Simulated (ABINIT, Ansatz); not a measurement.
## Na2LiScF6 (Fm-3m): one start, several treatments of the self-energy

How much does the gap of Na2LiScF6 (Fm-3m) depend on the approximation to the self-energy?

Method: PBEsol and many-body steps on it, plane waves, in ABINIT 10.8.3.

This is a report of a sequence of runs, with most program output left out.

### 1. Starting point

Symmetry: Fm-3m, No. 225, cubic system. The conventional cell has a = 8.035 Å, b = 8.035 Å, c = 8.035 Å, α = 90.00°, β = 90.00°, γ = 90.00°. Na has 12 F at 2.84 Å nearest. Nearest to Li lie 6 F at 2.01 Å. Nearest to Sc lie 6 F at 2.01 Å. F has 1 Li at 2.01 Å and 1 Sc at 2.01 Å and 4 Na at 2.84 Å nearest. Farther neighbours and most contacts between anions are not listed.

The cell and positions are those that the Materials Project relaxed with its own functionals (PBE, PBE+U or r2SCAN), kept fixed.

### 2. Empty states on the mesh, 2×2×2 mesh, 271 bands

This step: ABINIT 10.8.3; DFT, PBEsol, plane waves, norm-conserving pseudopotentials.

The sums over transitions need many empty states on a uniform mesh; this step solves for them.

The input, run.abi:

```
acell 3*1.0 Angstrom
rprim 
  0.000000000000 4.017450000000 4.017450000000
  4.017450000000 0.000000000000 4.017450000000
  4.017450000000 4.017450000000 -0.000000000000
ntypat 4
znucl 11 3 21 9
natom 10
typat 1 1 2 3 4 4 4 4 4 4
xred 
  0.250000000000 0.250000000000 0.250000000000
  0.750000000000 0.750000000000 0.750000000000
  0.500000000000 0.500000000000 0.500000000000
  0.000000000000 -0.000000000000 0.000000000000
  0.250423000000 0.250423000000 0.749577000000
  0.250423000000 0.749577000000 0.749577000000
  0.749577000000 0.749577000000 0.250423000000
  0.250423000000 0.749577000000 0.250423000000
  0.749577000000 0.250423000000 0.749577000000
  0.749577000000 0.250423000000 0.250423000000
pp_dirpath "pseudos"
pseudos "Na.upf, Li.upf, Sc.upf, F.upf"
ecut 38
ngkpt 2 2 2
nshiftk 1
shiftk 0 0 0
kptopt 1
chksymbreak 0
iscf -2
irdden 1
istwfk *1
nband 271
nbdbuf 24
tolwfr 1e-09
nstep 60
prtvol 0
indata_prefix "in"
outdata_prefix "out"
tmpdata_prefix "tmp"
```

Command:

```bash
> OMP_NUM_THREADS=1 mpirun -n 4 abinit run.abi > log
```

Wall time 2.3 min (4 MPI ranks of Arm Neoverse V2, shared host); peak memory 0.5 GiB; 9.2 min of CPU time.

This step gave:

```yaml
gap: 6.027 eV
k_of_the_valence_top: 0, 0, 0
k_of_the_conduction_bottom: 0, 0, 0
least_direct_gap: 6.027 eV
k_points_computed: 3
lowest_point_of_the_top_converged_band_above_the_valence_top: 77.3617 eV
```

On this mesh the gap is 6.027 eV.

The density comes from a self-consistent run that is not shown.

### 3. Screening, 2×2×2 mesh, 122 bands, screening to 114.3 eV

The RPA dielectric matrix is built and inverted for each q.

This step: RPA screening on PBEsol, plane waves, norm-conserving pseudopotentials.

run.abi, as its differences from that of step 2:

```diff
@@ -28,10 +28,11 @@
 chksymbreak 0
-iscf -2
-irdden 1
 istwfk *1
-nband 271
-nbdbuf 24
-tolwfr 1e-09
-nstep 60
-prtvol 0
+occopt 1
+irdwfk 1
+optdriver 3
+nband 122
+ecuteps 4.2
+inclvkb 2
+awtr 1
+symchi 1
 indata_prefix "in"
```

The job ended after 33 s (4 MPI ranks; peak memory 1.6 GiB; 2.2 min of CPU time).

Numbers from this step:

```
ε∞ with local fields, on this mesh, along the program's q direction : 2.024
the same without local fields                                       : 2.193
plasma frequency                                                    : 28.05 eV
plane waves in the screening matrix                                 : 339
```

Local fields lower ε∞ by 8 %. On a Γ-centred mesh this coarse the value itself is usually too large, while a short band sum pulls it down.

### 4. G0W0, Godby-Needs plasmon pole

The self-energy is evaluated for the states that the input lists, and the levels follow from it, in one-shot runs by the linearised quasiparticle equation.

This step: G0W0 on PBEsol, plane waves, norm-conserving pseudopotentials.

run.abi, as its differences from that of step 3:

```diff
@@ -31,8 +31,15 @@
 irdwfk 1
-optdriver 3
+optdriver 4
 nband 122
+gwcalctyp 0
+ecutsigx 38
+symsigma 1
+nkptgw 1
+kptgw 
+  0.0000000000 0.0000000000 0.0000000000
+bdgw 
+  35 41
 ecuteps 4.2
-inclvkb 2
-awtr 1
-symchi 1
+irdscr 1
+ppmodel 1
 indata_prefix "in"
```

The job ended after 7.2 s (4 MPI ranks; peak memory 1.1 GiB; 28 s of CPU time).

This step gave:

```
G0W0 gap on the points computed              : 9.444 eV
starting gap on the mesh                     : 6.027 eV
k of the valence top                         : 0, 0, 0
k of the conduction bottom                   : 0, 0, 0
Z at the valence top                         : 0.814
Z at the conduction bottom                   : 0.901
least direct G0W0 gap on the computed points : 9.444 eV
```

The gap on the mesh goes from 6.03 eV to 9.44 eV, a correction of +3.42 eV.

### 5. G0W0, Hybertsen-Louie plasmon pole

run.abi, as its differences from that of step 4:

```diff
@@ -43,3 +43,3 @@
 irdscr 1
-ppmodel 1
+ppmodel 2
 indata_prefix "in"
```

It took 7.2 s on 4 MPI ranks; peak memory 1.1 GiB.

Numbers from this step:

```
G0W0 gap on the points computed              : 10.07 eV
starting gap on the mesh                     : 6.027 eV
k of the valence top                         : 0, 0, 0
k of the conduction bottom                   : 0, 0, 0
Z at the valence top                         : 0.895
Z at the conduction bottom                   : 0.938
least direct G0W0 gap on the computed points : 10.07 eV
```

Against G0W0 in ABINIT (2×2×2 mesh, 122 bands, screening to 114.3 eV, Godby-Needs plasmon pole), the gap moves by +0.625 eV.

### 6. G0W0, von der Linden-Horsch plasmon pole

run.abi, as its differences from that of step 5:

```diff
@@ -43,3 +43,3 @@
 irdscr 1
-ppmodel 2
+ppmodel 3
 indata_prefix "in"
```

Wall time 5.7 s (4 MPI ranks); peak memory 0.89 GiB; 22 s of CPU time.

This step gave:

```yaml
g0w0_gap_on_the_points_computed: 9.559 eV
starting_gap_on_the_mesh: 6.027 eV
k_of_the_valence_top: 0, 0, 0
k_of_the_conduction_bottom: 0, 0, 0
least_direct_g0w0_gap_on_the_computed_points: 9.559 eV
```

Against G0W0 in ABINIT (2×2×2 mesh, 122 bands, screening to 114.3 eV, Godby-Needs plasmon pole), the gap moves by +0.115 eV.

### 7. One-shot COHSEX

This step: one-shot COHSEX on PBEsol, plane waves, norm-conserving pseudopotentials.

run.abi, as its differences from that of step 6:

```diff
@@ -33,3 +33,3 @@
 nband 122
-gwcalctyp 0
+gwcalctyp 7
 ecutsigx 38
@@ -43,3 +43,2 @@
 irdscr 1
-ppmodel 3
 indata_prefix "in"
```

Elapsed: 4.3 s, on 4 MPI ranks; peak memory 0.86 GiB.

This step gave:

```yaml
quasiparticle_gap_on_the_points_computed: 10.82 eV
starting_gap_on_the_mesh: 6.027 eV
k_of_the_valence_top: 0, 0, 0
k_of_the_conduction_bottom: 0, 0, 0
least_direct_quasiparticle_gap_on_the_computed_points: 10.82 eV
```

Against G0W0 in ABINIT (2×2×2 mesh, 122 bands, screening to 114.3 eV, Godby-Needs plasmon pole), the gap moves by +1.375 eV.

### 8. One-shot Hartree-Fock

This step: one-shot Hartree-Fock on PBEsol, plane waves, norm-conserving pseudopotentials.

run.abi, as its differences from that of step 7:

```diff
@@ -32,4 +32,4 @@
 optdriver 4
-nband 122
-gwcalctyp 7
+nband 41
+gwcalctyp 5
 ecutsigx 38
@@ -41,4 +41,4 @@
   35 41
-ecuteps 4.2
-irdscr 1
+ixc_sigma 40
+fftgw 31
 indata_prefix "in"
```

Elapsed: 4 s, on 4 MPI ranks; peak memory 1 GiB; 15 s of CPU time.

Numbers from this step:

```yaml
quasiparticle_gap_on_the_points_computed: 17.52 eV
starting_gap_on_the_mesh: 6.027 eV
k_of_the_valence_top: 0, 0, 0
k_of_the_conduction_bottom: 0, 0, 0
least_direct_quasiparticle_gap_on_the_computed_points: 17.52 eV
```

Against G0W0 in ABINIT (2×2×2 mesh, 122 bands, screening to 114.3 eV, Godby-Needs plasmon pole), the gap moves by +8.079 eV.

### 9. Screening, 2×2×2 mesh, 122 bands, screening to 114.3 eV

This step: RPA screening on PBEsol, plane waves, norm-conserving pseudopotentials.

run.abi, as its differences from that of step 8:

```diff
@@ -31,14 +31,14 @@
 irdwfk 1
-optdriver 4
-nband 41
-gwcalctyp 5
-ecutsigx 38
-symsigma 1
-nkptgw 1
-kptgw 
-  0.0000000000 0.0000000000 0.0000000000
-bdgw 
-  35 41
-ixc_sigma 40
-fftgw 31
+optdriver 3
+nband 122
+ecuteps 4.2
+inclvkb 2
+awtr 1
+symchi 1
+gwcalctyp 2
+nfreqre 16
+freqremax 40 eV
+nfreqim 8
+spmeth 1
+nomegasf 120
 indata_prefix "in"
```

Wall time 37 s (4 MPI ranks); peak memory 2.4 GiB.

Numbers from this step:

```yaml
eps_infinity_with_local_fields_on_this_mesh_along_the_program_s_q_direction: 2.025
the_same_without_local_fields: 2.195
plasma_frequency: 28.05 eV
plane_waves_in_the_screening_matrix: 339
```

### 10. G0W0, contour deformation

This step: G0W0 on PBEsol, plane waves, norm-conserving pseudopotentials.

run.abi, as its differences from that of step 9:

```diff
@@ -31,14 +31,14 @@
 irdwfk 1
-optdriver 3
+optdriver 4
 nband 122
+gwcalctyp 2
+ecutsigx 38
+symsigma 1
+nkptgw 1
+kptgw 
+  0.0000000000 0.0000000000 0.0000000000
+bdgw 
+  35 41
 ecuteps 4.2
-inclvkb 2
-awtr 1
-symchi 1
-gwcalctyp 2
-nfreqre 16
-freqremax 40 eV
-nfreqim 8
-spmeth 1
-nomegasf 120
+irdscr 1
 indata_prefix "in"
```

Elapsed: 6.3 s, on 4 MPI ranks; peak memory 1.4 GiB; 25 s of CPU time.

Numbers from this step:

```
G0W0 gap on the points computed              : 9.401 eV
starting gap on the mesh                     : 6.027 eV
k of the valence top                         : 0, 0, 0
k of the conduction bottom                   : 0, 0, 0
least direct G0W0 gap on the computed points : 9.401 eV
```

Against G0W0 in ABINIT (2×2×2 mesh, 122 bands, screening to 114.3 eV, Godby-Needs plasmon pole), the gap moves by −0.043 eV.

### 11. The runs together

Times are wall times on 4 MPI ranks of Arm Neoverse V2, shared host, good to a factor of about two. A run's time includes the screening step that it read.

```tsv
run	mesh	bands	screening cutoff (eV)	DFT gap (eV)	gap on the mesh (eV)	direct (eV)	ε∞ used	time
G0W0, Godby-Needs plasmon pole	2×2×2	122	114.3	6.027	9.444	9.444	2.02	41 s
G0W0, Hybertsen-Louie plasmon pole	2×2×2	122	114.3	6.027	10.069	10.069	2.02	40 s
G0W0, von der Linden-Horsch plasmon pole	2×2×2	122	114.3	6.027	9.559	9.559	2.02	39 s
one-shot COHSEX	2×2×2	122	114.3	6.027	10.819	10.819	2.02	38 s
one-shot Hartree-Fock	2×2×2	-	-	6.027	17.523	17.523	-	4 s
G0W0, contour deformation	2×2×2	122	114.3	6.027	9.401	9.401	2.03	43 s
```

### 12. Outcome

| Quantity | Value |
| --- | --- |
| G0W0, Godby-Needs plasmon pole | 9.444 eV |
| G0W0, Hybertsen-Louie plasmon pole | 10.069 eV |
| G0W0, von der Linden-Horsch plasmon pole | 9.559 eV |
| one-shot COHSEX | 10.819 eV |
| one-shot Hartree-Fock | 17.523 eV |
| G0W0, contour deformation | 9.401 eV |
| known limits | not at the basis limit; coarse k mesh |

In words: G0W0, Hybertsen-Louie plasmon pole: +0.625 eV against G0W0, Godby-Needs plasmon pole. G0W0, von der Linden-Horsch plasmon pole: +0.115 eV against G0W0, Godby-Needs plasmon pole. One-shot COHSEX: +1.375 eV against G0W0, Godby-Needs plasmon pole. One-shot Hartree-Fock: +8.079 eV against G0W0, Godby-Needs plasmon pole. G0W0, contour deformation: −0.043 eV against G0W0, Godby-Needs plasmon pole. Bare exchange alone opens the gap to 17.52 eV; against G0W0, correlation takes back 8.08 eV. Static COHSEX lies above G0W0: it lacks the factor Z and overstates the Coulomb hole of the filled states. Bands and cutoff are finite, so the gap is not at the basis limit. The miss can reach some tenths of an eV and take either sign; the mesh is an error of its own. In the G0W0 runs levels were corrected at 1 k point alone, so a gap called «on the mesh» is the least over those, and an edge elsewhere would be missed. The 2×2×2 mesh is coarse for this cell, which bears on the long-range parts of exchange and screening.

[Paths, hosts, dates, memory and timing lines, banners, echoed tables and standing remarks are left out of the program output.]

[Logs are printed without paths, hosts, clocks, repeated set-up lines and the standing remarks that a program may print on its own settings, such as how far it seeks lower states.]

[Runs of the session that timed out or met a known fault of the program may be left out.]

[Hosts, paths, dates, database ids (printed as entryN), source tags and the programs' standing remarks are cut or masked in the printed files.]

[G0W0 gaps are taken among the corrected bands and points alone; a level outside them can change the order at an edge.]

[Where Ansatz stands beside ABINIT at settings called matched, ABINIT's density can come from a denser mesh and the files from another edition; pairs whose starting gaps differed by over 0.03 eV were left out, so agreement reads better than it is.]
